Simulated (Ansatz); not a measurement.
# PtSe2 (Sudovikovite, P-3m1) under uniaxial strain along c, part 2 of 2

Aim: how do the optical modes of PtSe2 (Sudovikovite, P-3m1) shift and split under this strain?

Ansatz 0.2.0; DFT PBE+D3(BJ), scalar-relativistic, plane waves, PAW; PAW set soft_1.

So far. Step 4 (Tight relaxation): The largest force component left is 0.10 meV/Å and the pressure is -0.001 GPa, within the tolerances set. The cell now holds 19.79 Å³/atom.

The database entry behind the starting cell has ideal inner coordinates that were not refined, so it need not match the best structure at ambient conditions.

## 5. Modes at rest

Phonons follow from the second derivative of the energy, found here by linear response.

The modes at rest are the reference of the series.

input.yaml

```yaml
crystal:
  lattice:
    - [3.7718652767, 0.0, 0.0]
    - [-1.8859326384, 3.2665311493, 0.0]
    - [0.0, 0.0, 4.8183505498]
  atoms:
    - { symbol: Se, position: [0.3333333333, 0.6666666667, 0.2656428091] }
    - { symbol: Se, position: [0.6666666667, 0.3333333333, 0.7343571909] }
    - { symbol: Pt, position: [0.0, 0.0, 0.0] }
kpoints:
  mp_grid: { grid: [15, 15, 10] }
hamiltonian:
  xc: pbe
  dispersion: d3bj
  pseudopotentials: { kind: paw, azcp: { folder: soft_1 } }
scf:
  occupations: { method: methfessel_paxton, width: 0.2 }
output:
  eigenvalues: true
phonons:
  method: dfpt
```

Command:

```bash
$ ansatz run input.yaml --threads 4 --pin off --max-ram 10240MiB --backend cpu --events-out ev --progress --plain --runs-dir out
```

Numbers of over 12 decimals in the logs are rounded to 6 here.

What it wrote:

```text
[...]
Crystal: 3 atoms, lattice volume = 59.366 Å³
Basis set: ecut = 420 eV, 1169 PW (Γ), exchange–correlation on 54×54×72 points (8 copies of the dense FFT grid, shifted against one another)
Bands: 30, of which v1, the nominal top of the filled ones, is band 25 counted from 1 (24 counted from 0)
Symmetry: 12 space group operations
k-points: 608 of 2250 (irreducible under 2 space group operations, time reversal used)
[...]
SCF iter   1: F=—  HF=-23465.587782 eV  |F-HF|=—  |Δ(HF+E_count)|=         —  Δρ=4.85e-2  dr2=6.83e-1  ethr=3.10e-3  ⟨swp⟩=5.0  Hψ=66017  notcnv=0
[...]
SCF iter  13: F=-23465.445667 eV  HF=-23465.445667 eV  |F-HF|=1.46e-11  |Δ(HF+E_count)|=  1.09e-10  S|Δr|=    0.00e0  Δρ=1.32e-7  dr2=9.06e-12  ethr=1.00e-12  ⟨swp⟩=6.3  Hψ=93703  notcnv=0
SCF 1 converged in 13 iterations: F = -23465.445667 eV  dr2 = 9.06e-12
[...]
DFPT response loops at Γ: preconditioner auto → Kerker (q_TF=auto, 2.651 Å⁻¹) (partly filled bands, converged f_vac=0.021); β = 1.00, the filter's whole step (`scf.mixing.beta` (0.50) is not read by the response loops under this deck's `scf.mixing.preconditioner`; to damp them name `kerker` or `kerker_dos`, under which they read `scf.mixing.beta`, and type it under 1.00, their step now; both keys bind the ground state too); Broyden in place of MSR1
SCF converged after 13 iterations
[...]
Free energy (F): -23465.445667 eV
[...]
Internal energy: -23465.446611 eV  (E = F + TS)
E sigma→0 (E₀):  -23465.445903 eV
Entropy (-TS):   0.000944 eV (0.315 meV/atom)
Fermi energy:    13.318008 eV
[...]
--- Band table (eV; the first three rows and the last of 608) ---
  k-point 0: bands = [... 21 lower, 10.8536, 12.3168, 12.3168, 14.1074, 14.3901, 14.3901, 16.6853, 17.4327, ... 1 higher]
  k-point 1: bands = [... 21 lower, 10.8483, 12.2293, 12.2293, 13.7954, 14.5177, 14.5177, 16.7855, 17.7397, ... 1 higher]
  k-point 2: bands = [... 21 lower, 10.8249, 12.0285, 12.0285, 13.0999, 14.8330, 14.8330, 17.0969, 18.3952, ... 1 higher]
  k-point 607: bands = [... 21 lower, 10.0587, 10.2960, 10.7775, 12.1298, 14.0968, 14.4584, 17.8554, 20.3514, ... 1 higher]
--- Phonons (Γ-DFPT): 4 representative perturbations + reference, on 608 of 2250 k-points (Σ response iterations 12) ---
  k mesh reduced under 2 symmetry operations, with k and −k counted as one. Each operation leaves every solved perturbation unchanged. A smaller set is not used because it would not reduce the number of displacements times k-points to solve
  ASR residual: 4.000e-5 → 0.000e0 eV/Å²; symmetrization residual: 1.707e-5 eV/Å²
  pairwise dispersion correction: d3bj (s6 = 1.0, s8 = 0.7875, a1 = 0.4289, a2_bohr = 4.4407), with the weights of each atom's references fixed at the reference crystal's, and the forces and stress that the weights' published response gives there kept as a pressure on the atom's counted neighbours (hamiltonian.dispersion)
  ASR residual per site (eV/Å²): 4.00e-5 4.00e-5 9.11e-6
  Γ frequencies (cm⁻¹): 0.00 0.00 0.00 160.50 160.50 203.44 211.73 211.73 216.54
  non-analytic LO–TO correction: not included (Born effective charges unavailable; polar crystals: no LO–TO splitting at Γ)
```

Wall time 6.5 min (4 threads of Intel Xeon at 2.50GHz (Skylake/Cascade Lake), shared host); peak memory 3.2 GiB; 16 min of CPU time.

This step gave:

```yaml
sum_rule_residual_before_enforcement: 4.00e-5 eV/Å²
point_group: -3m
highest_optical_mode_at_the_zone_centre_no_lo_to_term: 216.5 cm⁻¹
lowest_optical_zone_centre_mode: 160.5 cm⁻¹
```

Patterns of degenerate modes are one choice out of their space. The modes at Γ (shares of kinetic energy by element, %):

| mode | frequency (cm⁻¹) | symmetry | Se % | Pt % |
| --- | --- | --- | --- | --- |
| 1 | 0.0 | acoustic | 45 | 55 |
| 2 | 0.0 | acoustic | 45 | 55 |
| 3 | 0.0 | acoustic | 45 | 55 |
| 4 | 160.5 | Eg | 100 | 0 |
| 5 | 160.5 | Eg | 100 | 0 |
| 6 | 203.4 | A1g | 100 | 0 |
| 7 | 211.7 | Eu | 55 | 45 |
| 8 | 211.7 | Eu | 55 | 45 |
| 9 | 216.5 | A2u | 55 | 45 |

Displacements in mode 5 (160.5 cm⁻¹), the largest set to 1:
```
Se1  1.00  0.00  0.00
Se2 -1.00  0.00  0.00
Pt3  0.00  0.00  0.00
```

Displacements in mode 6 (203.4 cm⁻¹), the largest set to 1:
```
Se1  0.00  0.00 -1.00
Se2  0.00  0.00  1.00
Pt3  0.00  0.00  0.00
```

Before it was imposed, the acoustic sum rule was missed by 4.0e-5 eV/Å². Small misses are needed for a sound result but don't prove that mesh and cutoff are converged. The lowest optical mode is real, 160 cm⁻¹.

## 6. Relaxation of a member: uniaxial strain of +4 % along c

The cell takes a uniaxial strain of +4 % along c. The strained length and the angles are held, while the rest of the cell and the atoms relax.

input.yaml, the sections that differ from step 5:

```yaml
crystal:
  lattice:
    - [3.7548915311, 0.0, 0.0]
    - [-1.8774457656, 3.2518314544, 0.0]
    - [0.0, 0.0, 5.0110845718]
  atoms:
    - { symbol: Se, position: [0.3333333333, 0.6666666667, 0.2611107803] }
    - { symbol: Se, position: [0.6666666667, 0.3333333333, 0.7388892197] }
    - { symbol: Pt, position: [0.0, 0.0, 0.0] }
output:
  forces: true
  stress: true
  eigenvalues: true
relax:
  adjacent_minimum: "off"
  f_tol: 0.001
  max_steps: 60
  cell: { stress_tol: 0.01, fix: [c, angles] }
# kpoints, hamiltonian, scf: as in step 5
# phonons: removed
```

What it wrote:

```text
[...]
--- Relaxed structure (4 steps of the walk, 4 accepted, 1 SCFs on fresh bases) ---
[...]
cell:  # Å, volume = 61.0230 Å³
    - [3.749864, 2.8828918804926063e-11, 0]
    - [-1.874932, 3.247478, 0]
    - [0, 0, 5.0110845718]
  atoms:
    - { symbol: Se, position: [0.333333, 0.666667, 0.259478] }
    - { symbol: Se, position: [0.666667, 0.333333, 0.740522] }
    - { symbol: Pt, position: [0, 0, 0] }
[key lines of the parts left out:]
SCF converged after 5 iterations
Free energy (F): -23465.434089 eV
Fermi energy:    12.833036 eV
P = ⅓ Tr σ = -0.4807 GPa (-4.807 kbar)
```

Run time: 2.7 min. Hardware: 4 threads; peak memory 1.1 GiB.

Step by step:

| step | energy less that of the first step (eV) | largest force component (eV/Å) | pressure (GPa) | volume (Å³) |
| --- | --- | --- | --- | --- |
| 1 | 0.0000 | 0.1190 | -1.30 | 61.19 |
| 2 | -0.0002 | 0.1204 | 0.07 | 61.05 |
| 3 | -0.0015 | 0.0025 | -0.46 | 61.00 |
| 4 | -0.0015 | 0.0000 | -0.48 | 61.02 |
| 5* | -0.0014 | 0.0000 | -0.48 | 61.02 |

Relaxation steps marked * repeat the geometry before them on a plane-wave basis chosen anew for their cell, so energy and pressure can jump there.

| conventional cell, symmetrised | before | after | change |
| --- | --- | --- | --- |
| a (Å) | 3.755 | 3.750 | -0.1 % |
| b (Å) | 3.755 | 3.750 | -0.1 % |
| c (Å) | 5.011 | 5.011 | +0.0 % |
| volume (Å³/atom) | 20.40 | 20.34 | -0.3 % |

Final coordinates:

```xyz
3
Lattice="3.7499 0.0000 0.0000 -1.8749 3.2475 0.0000 0.0000 0.0000 5.0111" Properties=species:S:1:pos:R:3 pbc="T T T"
Se    0.0000    2.1650    1.3003
Se    1.8749    1.0825    3.7108
Pt    0.0000    0.0000    0.0000
```

Numbers from this step:

- pressure: -0.4807 GPa
- volume per atom: 20.34 Å³

The largest force component left is 0.0074 meV/Å.

## 7. Modes of this member: uniaxial strain of +4 % along c

The zone-centre modes follow for uniaxial strain of +4 % along c.

input.yaml, the sections that differ from step 6:

```yaml
crystal:
  lattice:
    - [3.7498643766, 0.0, 0.0]
    - [-1.8749321883, 3.2474778109, 0.0]
    - [0.0, 0.0, 5.0110845718]
  atoms:
    - { symbol: Se, position: [0.3333333333, 0.6666666667, 0.2594779889] }
    - { symbol: Se, position: [0.6666666667, 0.3333333333, 0.7405220111] }
    - { symbol: Pt, position: [0.0, 0.0, 0.0] }
output:
  eigenvalues: true
phonons:
  method: dfpt
# kpoints, hamiltonian, scf: as in step 6
# relax: removed
```

What it wrote:

```text
[...]
Crystal: 3 atoms, lattice volume = 61.023 Å³
Basis set: ecut = 420 eV, 1181 PW (Γ), exchange–correlation on 54×54×72 points (8 copies of the dense FFT grid, shifted against one another)
Bands: 30, of which v1, the nominal top of the filled ones, is band 25 counted from 1 (24 counted from 0)
Symmetry: 12 space group operations
k-points: 608 of 2250 (irreducible under 2 space group operations, time reversal used)
[...]
SCF iter   1: F=—  HF=-23465.585988 eV  |F-HF|=—  |Δ(HF+E_count)|=         —  Δρ=4.90e-2  dr2=7.26e-1  ethr=3.10e-3  ⟨swp⟩=5.1  Hψ=66132  notcnv=0
[...]
SCF iter  10: F=-23465.434089 eV  HF=-23465.434089 eV  |F-HF|=3.64e-12  |Δ(HF+E_count)|=  4.00e-11  S|Δr|=    0.00e0  Δρ=4.89e-8  dr2=1.03e-12  ethr=1.00e-12  ⟨swp⟩=7.0  Hψ=88189  notcnv=0
SCF 1 converged in 10 iterations: F = -23465.434089 eV  dr2 = 1.03e-12
[...]
SCF converged after 10 iterations
[...]
Free energy (F): -23465.434089 eV
[...]
Internal energy: -23465.435214 eV  (E = F + TS)
E sigma→0 (E₀):  -23465.434370 eV
Entropy (-TS):   0.001125 eV (0.375 meV/atom)
Fermi energy:    12.833036 eV
[...]
--- Band table (eV; the first three rows and the last of 608) ---
  k-point 0: bands = [... 21 lower, 10.2937, 11.8545, 11.8545, 13.4162, 14.0837, 14.0837, 16.4114, 16.9085, ... 1 higher]
  k-point 1: bands = [... 21 lower, 10.2875, 11.7900, 11.7900, 13.1309, 14.1828, 14.1828, 16.5016, 17.1861, ... 1 higher]
  k-point 2: bands = [... 21 lower, 10.2623, 11.6371, 11.6371, 12.4867, 14.4330, 14.4330, 16.7626, 17.8043, ... 1 higher]
  k-point 607: bands = [... 21 lower, 9.5984, 9.7852, 10.2816, 11.6364, 13.4878, 13.9606, 17.3594, 19.9275, ... 1 higher]
[...]
ASR residual: 3.403e-5 → 0.000e0 eV/Å²; symmetrization residual: 1.039e-5 eV/Å²
[...]
ASR residual per site (eV/Å²): 3.22e-6 3.22e-6 3.40e-5
  Γ frequencies (cm⁻¹): 0.00 0.00 0.00 162.40 162.40 199.27 211.64 211.64 217.14
[...]
```

Wall time 5.6 min (4 threads); peak memory 3.3 GiB.

This step gave:

| Quantity | Value |
| --- | --- |
| sum-rule residual before enforcement | 3.40e-5 eV/Å² |
| highest optical mode at the zone centre (no LO-TO term) | 217.1 cm⁻¹ |
| lowest optical zone-centre mode | 162.4 cm⁻¹ |

Patterns of degenerate modes are one choice out of their space. The modes at Γ (shares of kinetic energy by element, %):

| mode | frequency (cm⁻¹) | symmetry | Se % | Pt % |
| --- | --- | --- | --- | --- |
| 1 | 0.0 | acoustic | 45 | 55 |
| 2 | 0.0 | acoustic | 45 | 55 |
| 3 | 0.0 | acoustic | 45 | 55 |
| 4 | 162.4 | Eg | 100 | 0 |
| 5 | 162.4 | Eg | 100 | 0 |
| 6 | 199.3 | A1g | 100 | 0 |
| 7 | 211.6 | Eu | 55 | 45 |
| 8 | 211.6 | Eu | 55 | 45 |
| 9 | 217.1 | A2u | 55 | 45 |

The lowest optical mode is real, 162 cm⁻¹, and the highest lies at 217.1 cm⁻¹.

## 8. A member of the series: uniaxial strain of -4 % along c

The cell takes a uniaxial strain of -4 % along c. The strained length and the angles are held, while the rest of the cell and the atoms relax.

input.yaml, the sections that differ from step 7:

```yaml
crystal:
  lattice:
    - [3.7924423922, 0.0, 0.0]
    - [-1.8962211961, 3.284351454, 0.0]
    - [0.0, 0.0, 4.6256165278]
  atoms:
    - { symbol: Se, position: [0.3333333333, 0.6666666667, 0.2694195212] }
    - { symbol: Se, position: [0.6666666667, 0.3333333333, 0.7305804788] }
    - { symbol: Pt, position: [0.0, 0.0, 0.0] }
output:
  forces: true
  stress: true
  eigenvalues: true
relax:
  adjacent_minimum: "off"
  f_tol: 0.001
  max_steps: 60
  cell: { stress_tol: 0.01, fix: [c, angles] }
# kpoints, hamiltonian, scf: as in step 7
# phonons: removed
```

What it wrote:

```text
[...]
Crystal: 3 atoms, lattice volume = 57.615 Å³
Basis set: ecut = 420 eV, 1131 PW (Γ), exchange–correlation on 54×54×64 points (8 copies of the dense FFT grid, shifted against one another)
Bands: 30, of which v1, the nominal top of the filled ones, is band 25 counted from 1 (24 counted from 0)
Symmetry: 4 space group operations
k-points: 608 of 2250
[...]
--- Relaxed structure (5 steps of the walk, 5 accepted, 1 SCFs on fresh bases) ---
[...]
cell:  # Å, volume = 57.8521 Å³
    - [3.800228, -8.100086038506975e-19, 0]
    - [-1.900114, 3.291094, 0]
    - [0, 0, 4.6256165278]
  atoms:
    - { symbol: Se, position: [0.333333, 0.666667, 0.270483] }
    - { symbol: Se, position: [0.666667, 0.333333, 0.729517] }
    - { symbol: Pt, position: [0, 0, 0] }
[key lines of the parts left out:]
SCF converged after 6 iterations
Free energy (F): -23465.429478 eV
Fermi energy:    13.779005 eV
P = ⅓ Tr σ = 0.7685 GPa (7.685 kbar)
```

Elapsed: 3.2 min, on 4 threads; peak memory 1 GiB; 9.6 min of CPU time.

Step by step:

| step | energy less that of the first step (eV) | largest force component (eV/Å) | pressure (GPa) | volume (Å³) |
| --- | --- | --- | --- | --- |
| 1 | 0.0000 | 0.1033 | 1.65 | 57.62 |
| 2 | -0.0005 | 0.0888 | 0.26 | 57.93 |
| 3 | -0.0011 | 0.0045 | 0.72 | 57.89 |
| 4 | -0.0011 | 0.0021 | 0.73 | 57.88 |
| 5 | -0.0012 | 0.0002 | 0.77 | 57.85 |
| 6* | -0.0012 | 0.0002 | 0.77 | 57.85 |

Relaxation steps marked * repeat the geometry before them on a plane-wave basis chosen anew for their cell, so energy and pressure can jump there.

| conventional cell, symmetrised | before | after | change |
| --- | --- | --- | --- |
| a (Å) | 3.792 | 3.800 | +0.2 % |
| b (Å) | 3.792 | 3.800 | +0.2 % |
| c (Å) | 4.626 | 4.626 | -0.0 % |
| volume (Å³/atom) | 19.21 | 19.28 | +0.4 % |

The relaxed structure:

```
Se Pt
1.0
     3.80023    0.00000    0.00000
    -1.90011    3.29109    0.00000
     0.00000    0.00000    4.62562
Se Pt
2 1
Direct
  0.33333 0.66667 0.27048
  0.66667 0.33333 0.72952
  0.00000 0.00000 0.00000
```

This step gave:

- pressure: 0.7685 GPa
- volume per atom: 19.28 Å³

The largest force component left is 0.19 meV/Å.

## 9. Zone-centre modes of the member: uniaxial strain of -4 % along c

The zone-centre modes follow for uniaxial strain of -4 % along c.

input.yaml, the sections that differ from step 8:

```yaml
crystal:
  lattice:
    - [3.8002276925, 0.0, 0.0]
    - [-1.9001138463, 3.2910937219, 0.0]
    - [0.0, 0.0, 4.6256165278]
  atoms:
    - { symbol: Se, position: [0.3333333334, 0.6666666666, 0.270482797] }
    - { symbol: Se, position: [0.6666666666, 0.3333333334, 0.729517203] }
    - { symbol: Pt, position: [0.0, 0.0, 0.0] }
output:
  eigenvalues: true
phonons:
  method: dfpt
# kpoints, hamiltonian, scf: as in step 8
# relax: removed
```

What it wrote:

```text
[...]
Crystal: 3 atoms, lattice volume = 57.852 Å³
Basis set: ecut = 420 eV, 1143 PW (Γ), exchange–correlation on 54×54×64 points (8 copies of the dense FFT grid, shifted against one another)
Bands: 30, of which v1, the nominal top of the filled ones, is band 25 counted from 1 (24 counted from 0)
Symmetry: 12 space group operations
k-points: 608 of 2250 (irreducible under 2 space group operations, time reversal used)
[...]
k-point 2: bands = [... 21 lower, 11.3932, 12.3839, 12.3839, 13.6528, 15.2173, 15.2173, 17.4244, 18.9416, ... 1 higher]
  k-point 607: bands = [... 21 lower, 10.4891, 10.8243, 11.2730, 12.5853, 14.6988, 14.9596, 18.3474, 20.7780, ... 1 higher]
[...]
ASR residual: 3.977e-5 → 0.000e0 eV/Å²; symmetrization residual: 1.085e-5 eV/Å²
[...]
ASR residual per site (eV/Å²): 3.34e-5 3.34e-5 3.98e-5
  Γ frequencies (cm⁻¹): 0.00 0.00 0.00 160.09 160.09 210.88 212.27 212.27 216.19
[...]
[key lines of the parts left out:]
SCF converged after 13 iterations
Free energy (F): -23465.429478 eV
Fermi energy:    13.779005 eV
```

Run time: 6 min. Hardware: 4 threads; peak memory 3.2 GiB; 15 min of CPU time.

This step gave:

```
sum-rule residual before enforcement                    : 3.98e-5 eV/Å²
highest optical mode at the zone centre (no LO-TO term) : 216.2 cm⁻¹
lowest optical zone-centre mode                         : 160.1 cm⁻¹
```

Patterns of degenerate modes are one choice out of their space. The modes at Γ (shares of kinetic energy by element, %):

| mode | frequency (cm⁻¹) | symmetry | Se % | Pt % |
| --- | --- | --- | --- | --- |
| 1 | 0.0 | acoustic | 45 | 55 |
| 2 | 0.0 | acoustic | 45 | 55 |
| 3 | 0.0 | acoustic | 45 | 55 |
| 4 | 160.1 | Eg | 100 | 0 |
| 5 | 160.1 | Eg | 100 | 0 |
| 6 | 210.9 | A1g | 100 | 0 |
| 7 | 212.3 | Eu | 55 | 45 |
| 8 | 212.3 | Eu | 55 | 45 |
| 9 | 216.2 | A2u | 55 | 45 |

The lowest optical mode is real, 160 cm⁻¹, and the highest lies at 216.2 cm⁻¹.

## 10. All members side by side

The members are set side by side, also those not shown above.

Stress is positive in compression; energies are extrapolated to zero smearing, and E0 is that at rest; the edges not held and the atoms are relaxed in each cell; all runs use 15×15×10 k points and Methfessel-Paxton smearing of 0.2 eV. State of the crystal along the series:

| strain (%) | stress along the axis (GPa) | free strain along a (%) | free strain along b (%) | E - E0 (meV/atom) |
| --- | --- | --- | --- | --- |
| -4 | 2.307 | 0.752 | 0.752 | 5.383 |
| -3 | 1.651 | 0.5455 | 0.5455 | 2.917 |
| -2 | 1.046 | 0.3522 | 0.3522 | 1.244 |
| -1 | 0.4952 | 0.17 | 0.17 | 0.2963 |
| 0 | -6.92e-4 | 0 | 0 | 0 |
| 1 | -0.4404 | -0.1577 | -0.1577 | 0.2772 |
| 2 | -0.8237 | -0.3083 | -0.3083 | 1.058 |
| 3 | -1.154 | -0.45 | -0.45 | 2.267 |
| 4 | -1.435 | -0.5833 | -0.5833 | 3.844 |

Optical modes are counted from below at rest and tracked from member to member by their patterns, and modes that stay within 0.3 cm⁻¹ of each other stand once; labels, where given, are those at rest; the edges not held and the atoms are relaxed in each cell; all runs use 15×15×10 k points and Methfessel-Paxton smearing of 0.2 eV. Optical modes along the series:

| strain (%) | optical mode 1 Eg (cm⁻¹) | optical mode 2 A1g (cm⁻¹) | optical mode 3 Eu (cm⁻¹) | optical mode 4 A2u (cm⁻¹) |
| --- | --- | --- | --- | --- |
| -4 | 160.1 | 210.9 | 212.3 | 216.2 |
| -3 | 160 | 208.8 | 212.1 | 216.3 |
| -2 | 160.1 | 206.9 | 212 | 216.4 |
| -1 | 160.2 | 205.1 | 211.8 | 216.5 |
| 0 | 160.5 | 203.4 | 211.7 | 216.5 |
| 1 | 160.9 | 202 | 211.6 | 216.6 |
| 2 | 161.3 | 200.9 | 211.6 | 216.8 |
| 3 | 161.8 | 199.9 | 211.6 | 216.9 |
| 4 | 162.4 | 199.3 | 211.6 | 217.1 |

Value and slope at zero strain of a cubic (a lower polynomial where under five rows exist) through the rows within 2 % of rest. Slopes at rest:

| mode | frequency (cm⁻¹) | shift per percent of strain (cm⁻¹) | shift per GPa of compressive stress (cm⁻¹) |
| --- | --- | --- | --- |
| optical mode 1 Eg | 160.5 | 0.31 | -0.65 |
| optical mode 2 A1g | 203.4 | -1.54 | 3.3 |
| optical mode 3 Eu | 211.7 | -0.11 | 0.23 |
| optical mode 4 A2u | 216.5 | 0.09 | -0.19 |

## 11. What came out

| Quantity | Value |
| --- | --- |
| members | 9 |
| highest optical mode at the zone centre (no LO-TO term), at rest | 216.5 cm⁻¹ |
| Young’s modulus along c | 46.8 GPa |
| optical mode 1 Eg, shift per percent | 0.31 cm⁻¹ |
| optical mode 2 A1g, shift per percent | -1.54 cm⁻¹ |
| optical mode 3 Eu, shift per percent | -0.11 cm⁻¹ |
| optical mode 4 A2u, shift per percent | 0.09 cm⁻¹ |

The stress changes by 0.47 GPa for each percent, a Young’s modulus of 47 GPa along c. For each percent the free edge responds with -0.16 %. The fastest shift in the table of slopes is -1.5 cm⁻¹ for each percent (optical mode 2 A1g), or 3.3 cm⁻¹ for each GPa of compressive stress. For small strain, the measured shift of a line that Raman or infrared light can see, divided by its slope, estimates the stress, if the state of stress is of this kind. These are harmonic frequencies at zero temperature: anharmonic shifts, linewidths and thermal expansion are left out. Spin-orbit coupling is left out, which can matter for the heavy elements here. With no gap, or one that is small against the smearing, the frequencies hang on the k mesh and the smearing, most of all near Kohn anomalies. A semilocal functional can close a gap that the real compound would have, so the metallic treatment may be an artefact of the level. In the phonons the program holds the C6 weights of the dispersion term fixed, leaving out their change with coordination. Only the zone centre was solved, so an instability at another wavevector cannot show here.

[Logs are printed without paths, hosts, clocks, repeated set-up lines and the standing remarks that a program may print on its own settings, such as how far it seeks lower states.]

[Hosts, paths, dates, database ids (printed as entryN), source tags and the programs' standing remarks are cut or masked in the printed files.]
